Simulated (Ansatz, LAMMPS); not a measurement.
# Amorphous polydimethylsiloxane (as short chains C32Si15O14H96) at 250 K (471 atoms): a single point

Wanted: forces, charges and levels of amorphous polydimethylsiloxane (as short chains C32Si15O14H96) at 250 K (471 atoms).

Calculated with Ansatz 0.2.0; Kohn-Sham DFT, LDA, PAW (set soft_2), plane waves.

### Step 1. The starting structure

The cell holds 471 atoms: 96 C, 45 Si, 42 O and 288 H. Cell: a = 18.172 Å, b = 18.172 Å, c = 18.172 Å, α = 90.0°, β = 90.0°, γ = 90.0°. 3 polydimethylsiloxane chains of 14 units with methyl end groups placed at random, at 0.935 g/cm³; overlaps pushed apart, then 20 ps at 800 K with MMFF94 bonds, angles, torsions, charges and radii (Halgren, J. Comput. Chem. 17, 490 (1996)) in harmonic and 12-6 forms. Snapshot after 30 ps at 250 K and fixed volume.

Limits known from the start: The network of contacts between molecules at the start is that of the classical potential that made the cell, and needn't be the one that DFT or experiment would give. The functional has no dispersion term, which matters for the binding between molecules or layers, where LDA binds through overlap of densities alone. The density was typed from a rule of thumb and may lie off the real one at this temperature. The Brillouin zone is sampled at Γ only, in a cell whose shortest periodic width is 18 Å.

### Step 2. How the cell was made

A classical potential makes the cell, at a small fraction of what the same run would cost in DFT.

This step: classical MD, MMFF94 bonds, angles, torsions, charges and radii (Halgren, J. Comput. Chem. 17, 490 (1996)) in harmonic and 12-6 forms; charges of ions scaled by 0.8 (LAMMPS 22 Jul 2025 - Update 4).

File in.lmp:

```
# amorphous polydimethylsiloxane
units real
atom_style full
boundary p p p
bond_style harmonic
angle_style harmonic
dihedral_style opls
improper_style harmonic
special_bonds lj 0 0 0.5 coul 0 0 0.75
read_data data.lmp
neigh_modify delay 0 every 1 check yes one 4000
comm_modify cutoff 12.0
timestep 0.5
thermo_style custom step time temp pe press density
thermo_modify norm yes
# push overlapping molecules apart
pair_style soft 2.6
pair_coeff * * 0.0
variable a equal ramp(1,60)
fix ad all adapt 1 pair soft a * * v_a
velocity all create 800 785886 mom yes dist gaussian
fix lim all nve/limit 0.03
fix lan all langevin 800 800 50 785887 zero yes
thermo 1000
run 3000 post no
unfix ad
pair_style lj/cut/coul/long 9.0
pair_modify mix arithmetic tail yes
pair_coeff 1 1 0.0678 3.3680   # C
pair_coeff 2 2 0.2508 4.1360   # Si
pair_coeff 3 3 0.0763 3.0430   # O
pair_coeff 4 4 0.0216 2.5400   # H
kspace_style pppm 1.0e-4
thermo 100
# [... 16 lines left out ...]
compute msd all msd com yes
thermo 7500
fix md all nvt temp 250 250 100
run 30000 post no
print "== T250: mean square displacement over the hold $(c_msd[4]:%.2f) A^2"
unfix md
uncompute msd
write_dump all custom T250.dump id type xs ys zs modify sort id
```

Launch:

```bash
> lmp -in in.lmp -log none -nocite
```

The program printed:

```text
LAMMPS (22 Jul 2025 - Update 4)
Reading data file ...
  orthogonal box = (0 0 0) to (18.1725 18.1725 18.1725)
  471 atoms
  orthogonal box = (0 0 0) to (18.1725 18.1725 18.1725)
  468 bonds
  888 angles
  1116 dihedrals
   Step          Time           Temp          PotEng         Press         Density
         0   0              800            0.73314675    -5591.1509      0.93499997
      1000   500            633.89565      2.7215778      17114.979      0.93499997
      2000   1000           615.20776      2.2855409      16583.15       0.93499997
      3000   1500           612.83998      2.2081594      11716.343      0.93499997
Loop time of 1.31883 s on 1 MPI rank(s) for 3000 steps with 471 atoms
PPPM initialization ...
  G vector (1/distance) = 0.26710981
  grid = 8 8 8
  estimated relative force accuracy = 6.8477835e-05
   Step          Time           Temp          PotEng         Press         Density
[... 14 lines left out ...]
      2000   1000           609.41834     -1.0785067      8906.2801      0.93499997
Loop time of 4.36274 s on 1 MPI rank(s) for 2000 steps with 471 atoms
   Step          Time           Temp          PotEng         Press         Density
      2000   1000           609.41834     -1.0785067      8906.2801      0.93499997
[... 5 lines left out ...]
Loop time of 47.6352 s on 1 MPI rank(s) for 20000 steps with 471 atoms
   Step          Time           Temp          PotEng         Press         Density
[... 4 lines left out ...]
Loop time of 45.6891 s on 1 MPI rank(s) for 20000 steps with 471 atoms
   Step          Time           Temp          PotEng         Press         Density
[... 2 lines left out ...]
     52500   51500          235.46962     -2.2224437      1248.5662      0.93499997
     60000   59000          241.6668      -2.2843218     -223.13701      0.93499997
     67500   66500          253.85996     -2.1638283      1076.4127      0.93499997
     72000   71000          248.35432     -2.2023651     -758.54647      0.93499997
Loop time of 66.662 s on 1 MPI rank(s) for 30000 steps with 471 atoms
== T250: mean square displacement over the hold 10.44 A^2
```

It took 2.8 min on 1 thread of Intel Xeon Platinum 8259CL at 2.50GHz (Skylake/Cascade Lake), shared host; peak memory 0.14 GiB.

The input also reads data.lmp (atoms, bonds and types; not printed here).

### Step 3. Plane-wave single point

One self-consistent run at the given positions yields energy and forces.

File input.yaml:

```yaml
crystal:
  lattice:
    - [18.1725, 0.0, 0.0]
    - [0.0, 18.1725, 0.0]
    - [0.0, 0.0, 18.1725]
  atoms:
    - { symbol: C, position: [0.56529, 0.67603, 0.77046] }
    - { symbol: Si, position: [0.47503, 0.64455, 0.79219] }
    - { symbol: C, position: [0.47766, 0.63142, 0.88796] }
    - { symbol: C, position: [0.46175, 0.55795, 0.74389] }
    - { symbol: O, position: [0.4037, 0.70027, 0.77476] }
    - { symbol: Si, position: [0.37717, 0.76565, 0.71592] }
    - { symbol: C, position: [0.41128, 0.85451, 0.74836] }
    - { symbol: C, position: [0.41521, 0.74076, 0.62376] }
    - { symbol: O, position: [0.28753, 0.77362, 0.71615] }
    - { symbol: Si, position: [0.22644, 0.8221, 0.67051] }
    - { symbol: C, position: [0.2685, 0.90642, 0.63282] }
    - { symbol: C, position: [0.16605, 0.86469, 0.73884] }
    - { symbol: O, position: [0.1808, 0.76818, 0.61392] }
    - { symbol: Si, position: [0.13547, 0.68919, 0.619] }
    - { symbol: C, position: [0.03647, 0.70318, 0.6364] }
    - { symbol: C, position: [0.17677, 0.62416, 0.68596] }
    - { symbol: O, position: [0.14612, 0.66195, 0.53672] }
    - { symbol: Si, position: [0.20889, 0.63196, 0.47725] }
    - { symbol: C, position: [0.26407, 0.71212, 0.45092] }
    - { symbol: C, position: [0.26494, 0.55968, 0.51797] }
    - { symbol: O, position: [0.16943, 0.59868, 0.40032] }
    - { symbol: Si, position: [0.10309, 0.53912, 0.38854] }
    - { symbol: C, position: [0.09153, 0.515, 0.29022] }
    - { symbol: C, position: [0.01516, 0.57721, 0.4209] }
    - { symbol: O, position: [0.12932, 0.4617, 0.42946] }
    - { symbol: Si, position: [0.0892, 0.37885, 0.445] }
    - { symbol: C, position: [0.04012, 0.38309, 0.53248] }
    - { symbol: C, position: [0.0209, 0.35408, 0.37374] }
    - { symbol: O, position: [0.15291, 0.3129, 0.4528] }
    - { symbol: Si, position: [0.22378, 0.28852, 0.40043] }
    - { symbol: C, position: [0.29153, 0.36129, 0.39923] }
    - { symbol: C, position: [0.19702, 0.28238, 0.30268] }
    [... 433 atom lines left out ...]
    - { symbol: H, position: [0.05291, 0.05452, 0.60472] }
    - { symbol: H, position: [0.08552, 0.97016, 0.56919] }
    - { symbol: H, position: [0.00216, 0.97283, 0.61267] }
    - { symbol: H, position: [0.03583, 0.1309, 0.43702] }
    - { symbol: H, position: [0.086, 0.05013, 0.40584] }
    - { symbol: H, position: [0.99713, 0.06787, 0.37419] }
kpoints:
  mp_grid: { grid: [1, 1, 1] }
hamiltonian:
  xc: lda
scf:
  occupations: { method: fermi_dirac, width: 0.05 }
output:
  forces: true
  stress: true
  populations: true
  dos:
    method: { smearing: { sigma: 0.08 } }
    de: 0.1
    projected: { site_lists: { C: [C], H: [H], O: [O], Si: [Si] } }
  eigenvalues: true
  write_density: true
  write_potential: true
  volumetric_format: npy
```

Launch:

```bash
> ansatz run input.yaml --threads 8 --pin off --max-ram 15872MiB --backend cpu --events-out ev --progress --plain --runs-dir out
```

The program printed:

```text
Engine: ansatz 0.2.0, x86_64-unknown-linux-gnu
Pseudopotentials: kind: paw
Pseudopotential: C, paw, valence charge 4, recommended cutoff 420 eV (normal), C.paw.azcp
Pseudopotential: Si, paw, valence charge 4, recommended cutoff 420 eV (normal), Si.paw.azcp
Pseudopotential: O, paw, valence charge 6, recommended cutoff 420 eV (normal), O.paw.azcp
Pseudopotential: H, paw, valence charge 1, recommended cutoff 420 eV (normal), H.paw.azcp
[... 3 lines on functional and potentials left out ...]
Crystal: 471 atoms, lattice volume = 6001.282 Å³
Basis set: ecut = 420 eV, 117377 PW (Γ)
Bands: 1023, of which v1, the nominal top of the filled ones, is band 552 counted from 1 (551 counted from 0)
Symmetry: 1 space group operations
Space group: P1 (ITA 1), of the structure as read, at distance tolerance 1.8e-4 Å
k-points: 1
[... 12 lines on functional and potentials left out ...]
Initial density: superposition of atomic densities (neutral atoms: chi_scale 0, normalization atom), corrected by the library's trained network
Initial wavefunctions: pseudopotential atomic-orbital guess
Functional: x = slater, c = lda
SCF iter   1: F=—  HF=-78657.791985 eV  |F-HF|=—  |Δ(HF+E_count)|=         —  Δρ=8.28e-3  dr2=3.08e0  ethr=1.77e-3  ⟨swp⟩=5.0  Hψ=4465  notcnv=0  defer=415
preconditioner: auto → Resta (q_TF=auto, 2.058 Å⁻¹)  ε∞=2.2  [insulator: Δε(μ)=4.424 eV  Ē_g=14.250 eV  σ=0.050 eV  W_gap=1.00  n_scr=894 (ndim 8)  ℏωp=15.9 eV  f_vac=0.294  D(μ)=0.00/eV (n_scr^D=0)  ε∞_Penn≈2.2]
SCF iter   2: F=—  HF=-78657.029552 eV  |F-HF|=—  |Δ(HF+E_count)|=   7.62e-1  Δρ=3.48e-3  dr2=5.35e-1  ethr=2.79e-4  ⟨swp⟩=2.0  Hψ=1571  notcnv=0  defer=464
SCF iter   3: F=—  HF=-78656.955490 eV  |F-HF|=—  |Δ(HF+E_count)|=   7.41e-2  Δρ=1.53e-3  dr2=1.30e-1  ethr=4.84e-5  ⟨swp⟩=2.0  Hψ=1117  notcnv=0  defer=464
SCF iter   4: F=—  HF=-78656.955664 eV  |F-HF|=—  |Δ(HF+E_count)|=   1.74e-4  Δρ=3.15e-4  dr2=9.40e-3  ethr=1.18e-5  ⟨swp⟩=2.0  Hψ=1116  notcnv=0  defer=464
SCF iter   5: F=—  HF=-78656.965146 eV  |F-HF|=—  |Δ(HF+E_count)|=   9.48e-3  Δρ=1.64e-4  dr2=2.11e-3  ethr=8.52e-7  ⟨swp⟩=2.0  Hψ=1102  notcnv=0  defer=464
SCF iter   6: F=—  HF=-78656.967289 eV  |F-HF|=—  |Δ(HF+E_count)|=   2.14e-3  Δρ=7.68e-5  dr2=4.21e-4  ethr=1.91e-7  ⟨swp⟩=2.0  Hψ=1111  notcnv=0  defer=464
SCF iter   7: F=—  HF=-78656.967851 eV  |F-HF|=—  |Δ(HF+E_count)|=   5.62e-4  Δρ=3.93e-5  dr2=9.97e-5  ethr=3.81e-8  ⟨swp⟩=2.0  Hψ=1111  notcnv=0  defer=464
SCF iter   8: F=—  HF=-78656.963406 eV  |F-HF|=—  |Δ(HF+E_count)|=   4.44e-3  Δρ=7.74e-6  dr2=6.11e-6  ethr=9.03e-9  ⟨swp⟩=2.0  Hψ=1566  notcnv=0  defer=464
SCF iter   9: F=—  HF=-78656.963436 eV  |F-HF|=—  |Δ(HF+E_count)|=   3.00e-5  Δρ=5.89e-6  dr2=1.97e-6  ethr=5.53e-10  ⟨swp⟩=2.0  Hψ=1111  notcnv=0  defer=464
SCF iter  10: F=—  HF=-78656.963438 eV  |F-HF|=—  |Δ(HF+E_count)|=   2.35e-6  Δρ=3.32e-6  dr2=5.93e-7  ethr=1.78e-10  ⟨swp⟩=3.0  Hψ=1112  notcnv=0  defer=464
SCF iter  11: F=-78656.963439 eV  HF=-78656.963439 eV  |F-HF|=2.32e-7  |Δ(HF+E_count)|=   6.51e-7  Δρ=5.71e-7  dr2=3.50e-8  ethr=9.06e-12  ⟨swp⟩=25.0  Hψ=10564  notcnv=0
SCF 1 converged in 11 iterations: F = -78656.963439 eV  dr2 = 3.50e-8
  greatest PAW one-centre occupation: 0.862 electrons in one spin orbital (limit 2), on the O atom at site 36 (counted from 0), in its partial waves of l = 0
WARN: The output density's exchange-correlation potential varies sharply where the density is thin. Do not read a vacuum level from v_tot or v_xc, or from such a field of the output density. On a cell that repeats whose density bears no net charge and no dipole along the vacuum's axis use v_es (v_loc + v_h of the components); [...]
SCF converged after 11 iterations
Free energy (F): -78656.963439 eV
Harris-Foulkes:  -78656.963439 eV  (|F-HF|=2.32e-7)
Internal energy: -78656.963439 eV  (E = F + TS)
E sigma→0 (E₀):  -78656.963439 eV
Fermi energy:    0.287952 eV
--- Per-component energies (eV) ---
  E_band       = -8388.745728
  E_kinetic    = 22161.116830
  E_local      = -88744.919188  (includes V_loc(G=0)·N_el)
  E_nonlocal   = 6483.973110
  E_hartree    = 34732.164292
  E_xc         = -12650.718129
  E_vxc        = -15076.022191  (∫ρ·V_xc dr)
  E_paw        = -37091.642817  (= ΣΔE_a)
  E_vpaw       = -2676.950577  (= ΣTr[D̂ρ^β])
  E_aug_tail   = -0.265071  (compensation charges beyond the density's cutoff)
  E_ewald      = -3560.569972
  E_core_change = 13.897505  (= ΣΔE_core)
  E_smearing   = -0.000000  (= −TS)
  E_closure    = 0.000000  (closes the sum)
  Σ components = -78656.963439   (vs F -78656.963439, Δ=0.00e0)
--- Forces (eV/Å), atoms counted from 1 ---
  atom   1  C      2.08430226     0.91477109     1.25232964
  atom   2  Si    -1.62993540     0.45133782    -0.67240217
  atom   3  C     -0.59820275    -0.76515104     2.13842371
  atom   4  C      0.43095521    -0.21590968    -0.39061390
  atom   5  O      0.12359576     0.55857066    -0.78102833
  atom   6  Si     0.74873155    -0.88115832     0.82781353
  atom   7  C     -0.65394839     0.41939264     2.03542631
  atom   8  C     -0.72084760    -1.10251536     0.68036070
  atom   9  O      0.04285236    -0.47569159    -0.47759823
  atom  10  Si    -0.25937672     0.72746507     0.70200024
  atom  11  C     -0.67707076     0.38530468    -0.34227959
  atom  12  C      1.44843628    -1.05364557     1.28231461
  atom  13  O      0.40094125     0.49448866     0.87915831
  atom  14  Si    -0.01235316     0.77295567     0.42999394
[...]
atom 470  H     -0.24584455     0.08507636     0.34708807
  atom 471  H     -0.38437400     0.21912279    -0.93811869
  max |Σ_I F_I| component: 4.81e-4 eV/Å
--- Stress (GPa, compression-positive) ---
        1.094769       0.083803      -0.128788
        0.083803       0.872090       0.132772
       -0.128788       0.132772       1.060120
  P = ⅓ Tr σ = 1.0090 GPa (10.090 kbar)
--- Band table (eV) ---
  k-point 0: bands = ["-20.8769", "-20.6522", "-20.5858", "-20.5475", [... 1007 levels ...], "9.3434", "9.3487", "9.3534", "9.3670", "9.3699", "9.3959", "9.4028", "9.4124", "9.4190", "9.4389", "9.4455", "9.4493"]
--- Löwdin populations: 471 sites ---
  site symbol       q [e]
     0      C      4.8437
     1     Si      2.6094
     2      C      4.8762
[...]
470      H      0.7851
  spilling = 0.013073 (of n_electrons = 1104.000000)
```

The job ended after 2.6 min (8 threads of Intel Xeon Platinum 8259CL at 2.50GHz (Skylake/Cascade Lake), shared host; peak memory 10 GiB).

The column dr2 measures how far the density is from self-consistency, as an energy; F and HF (Harris–Foulkes) agree once it is small.

The program notes that the exchange-correlation potential is rough where the density is thin.

The run gave:

```yaml
free_energy: -78656.9634 eV
free_energy_per_atom: -166.9999 eV/atom
scf_cycles: 11
pressure: 1.009 GPa
r_m_s_force_component: 0.7604 eV/Å
longest_force: 3.809 eV/Å
fermi_energy: 0.288 eV
spacing_of_highest_filled_and_lowest_empty_level: 4.5 eV
spilling_of_the_projection: 0.01307
```

Length of the force by element:

| element | coordination | atoms | mean length of the force (eV/Å) | spread | least | most |
| --- | --- | --- | --- | --- | --- | --- |
| C | all | 96 | 1.61 | 0.705 | 0.182 | 3.81 |
| H | all | 288 | 0.891 | 0.603 | 0.0286 | 3.67 |
| O | all | 42 | 1.22 | 0.682 | 0.273 | 2.94 |
| Si | all | 45 | 1.41 | 0.621 | 0.341 | 2.91 |

Löwdin charges by element (they lack the spilled electrons, 0.031 e an atom on average):

| element | coordination | atoms | mean charge (e) | spread | least | most |
| --- | --- | --- | --- | --- | --- | --- |
| C | all | 96 | -0.841 | 0.0199 | -0.905 | -0.792 |
| H | all | 288 | 0.211 | 0.012 | 0.174 | 0.243 |
| O | all | 42 | -0.766 | 0.0066 | -0.780 | -0.750 |
| Si | all | 45 | 1.48 | 0.0477 | 1.34 | 1.53 |

States in the cell by windows of 1 eV, zero at the Fermi level; the larger projections on atomic orbitals stand beside the total:

| from (eV) | to (eV) | total | C p | H s | O p | Si p | C s |
| --- | --- | --- | --- | --- | --- | --- | --- |
| -14 | -13 | 91.8 | 0.5 | 29.8 | 2.0 | 4.8 | 43.9 |
| -13 | -12 | 99.8 | 1.1 | 36.3 | 0.3 | 8.3 | 52.0 |
| -12 | -11 | 0.0 | 0.0 | 0.0 | 0.0 | 0.0 | 0.0 |
| -11 | -10 | 14.0 | 1.0 | 1.0 | 7.5 | 0.8 | 0.8 |
| -10 | -9 | 30.3 | 2.8 | 1.8 | 16.5 | 2.0 | 1.2 |
| -9 | -8 | 24.4 | 2.7 | 1.0 | 14.1 | 2.7 | 0.4 |
| -8 | -7 | 19.0 | 3.5 | 1.4 | 9.8 | 2.9 | 0.1 |
| -7 | -6 | 190.7 | 94.8 | 47.4 | 24.2 | 14.8 | 0.8 |
| -6 | -5 | 240.4 | 127.6 | 69.6 | 27.3 | 9.1 | 0.5 |
| -5 | -4 | 142.0 | 55.5 | 27.8 | 46.3 | 8.0 | 0.4 |
| -4 | -3 | 82.5 | 23.6 | 5.5 | 45.7 | 4.2 | 0.9 |
| -3 | -2 | 84.7 | 46.4 | 5.1 | 22.0 | 6.0 | 3.1 |
| -2 | 2 | 0.0 | 0.0 | 0.0 | 0.0 | 0.0 | 0.0 |
| 2 | 3 | 13.9 | 0.4 | 5.3 | 0.1 | 0.5 | 3.1 |
| 3 | 4 | 56.9 | 3.4 | 18.6 | 0.5 | 4.9 | 7.7 |
| 4 | 5 | 152.3 | 11.5 | 37.2 | 2.8 | 29.0 | 9.8 |

The curve was stored every 0.10 eV, coarse against its broadening of 0.08 eV, so these counts are rough.

Between -22 and -14 eV lie 84 more states.

The levels nearest the highest filled one (over half full), pooled over k-points and spins:

| level less the highest filled one (eV) | occupation |
| --- | --- |
| -0.107 | 2 |
| -0.0956 | 2 |
| -0.0687 | 2 |
| -0.0491 | 2 |
| -0.0287 | 2 |
| 0 | 2 |
| 4.50 | 0 |
| 5.02 | 0 |
| 5.05 | 0 |
| 5.07 | 0 |
| 5.12 | 0 |
| 5.12 | 0 |

Electrostatic potential energy in the ac plane at fractional y = 0.066, with atoms of C and H and O and Si within 0.2 Å of it. With pseudopotentials it is smooth inside the atoms' cores, unlike the true potential.

Values in eV, 13 rows by 16 columns, each cell a mean:
```
-21  -5   4   1   4   4   4   5   4  -3 -11   0   1   2   4   4
 -6 -20   0  -5   4   4   4   5   5   1 -12 -10  -4 -10   0   4
 -6  -8   4   4   3   4   4   4   3   1   4   4   3 -10  -8   4
  5   4  -5 -18  -6   4   5   4 -16  -5   3   0   4   4   4   5
  1   1   3  -4  -3   4   4   4  -7   4   4   4   4   4   4   4
  0   1   4   4   3   4   4   4   3   4   4   4   4   0 -17   1
 -4   4   5   4  -9 -15  -1   4   2   2   3   4   4  -6 -14 -10
-24 -10   4   4   0  -8   2   1   4   3   4   4   4   3   4   0
  0   4   4   4   4   3   1 -16 -11   4   3   3   4   4   4   2
  4   4   4   4   4  -3  -7   1   1   4   1  -7   3   4   4   4
  4   4   2   4   1 -14  -8   4   5   5   3  -6   3   4   0   3
 -4  -6 -17   4   4   4   4   4   4   4   3   3   4   4   4   3
-27 -14  -9   3   4   4   4   4   4 -10 -15   3   2  -5   4   1
```
Columns run along a (18.2 Å; values clipped at the 3rd and 97th percentile), rows up along c (18.2 Å). Atoms in or near the plane, at fractional coordinates: C at (0.32, 0.46), H at (0.29, 0.51), H at (0.69, 0.26), H at (0.82, 0.01), H at (0.65, 0.04), H at (0.51, 0.66), O at (0.03, 0.95), Si at (0.04, 0.04), C at (0.13, 0.07), C at (0.90, 0.53), C at (0.03, 0.42), H at (0.25, 0.74), H at (0.16, 0.70), H at (0.24, 0.65) and more.

Valence density in the ac plane at fractional y = 0.066, with atoms of C and H and O and Si within 0.2 Å of it. It is the smooth field of the valence electrons, not physical close to the nuclei.

Ten steps, logarithmic in the rise over the least value, from '0' (0.0 e/Å³) to '9' (3.8 e/Å³), each cell a mean:
```
7998531111111000000000000000245676532111234432000124
7998543334554200000000000000012444455543333322110014
3455444455664210000000000000123444578864345555421011
3578754333322100000000000001234443356643356787642111
3699853111111110000000000112333321111111235677763111
2355431122345642100000001345665322111100012233321001
0010101357777753100000012467876432344321000000000000
0010101356777742100000002367654212233310000000000000
1244311112346642000000001245421100111000000011111000
3466421000011110000000000001110000000000000135653211
3444210000000112211000000012332222210000001246877543
4332100000000257654321100013444443210000001367887654
6665321000001357887763100011234432110000001356544445
7887653100000246776542112211123321100000000111111235
7776653100000123333211246653211100000000011100000136
5432211000000000111112467876421000000000011100000124
0000000111100000112233456777531000123211000000000000
0000000111100001235665433333210001357643211000000000
0000000000000013577876421000000001246654431101222100
0000012211000024677776420000000001246643210012344210
1111246753100001222333210000000000134421000001222111
3334567875310000000000000000001112221100000000001123
5435677876410000000000000000134556742100112221000124
4555544443210000000000000001357887642111246642000123
```
Columns run along a (18.2 Å), rows up along c (18.2 Å). Atoms in or near the plane, at fractional coordinates: C at (0.32, 0.46), H at (0.29, 0.51), H at (0.69, 0.26), H at (0.82, 0.01), H at (0.65, 0.04), H at (0.51, 0.66), O at (0.03, 0.95), Si at (0.04, 0.04), C at (0.13, 0.07), C at (0.90, 0.53), C at (0.03, 0.42), H at (0.25, 0.74), H at (0.16, 0.70), H at (0.24, 0.65) and more.

Mean Löwdin charges: C -0.84, H +0.21, O -0.77, Si +1.48 e (they miss 1.3 % of the electrons, so they add up to more than the cell's charge). The largest share in the top eV of filled states is C p (55 % of the projected weight), and in the lowest eV of empty states H s (54 % of the projected weight).

(Continued in part 2 of 2.)

[Logs are printed without paths, hosts, clocks, repeated set-up lines and the standing remarks that a program may print on its own settings, such as how far it seeks lower states.]

[Hosts, paths, dates, database ids (printed as entryN), source tags and the programs' standing remarks are cut or masked in the printed files.]

[The MMFF94 radii named for the starting cell were scaled by 0.96; in molecules described by MMFF94, hydrogen bound to N, O or S took a small fixed 12-6 site in their place.]
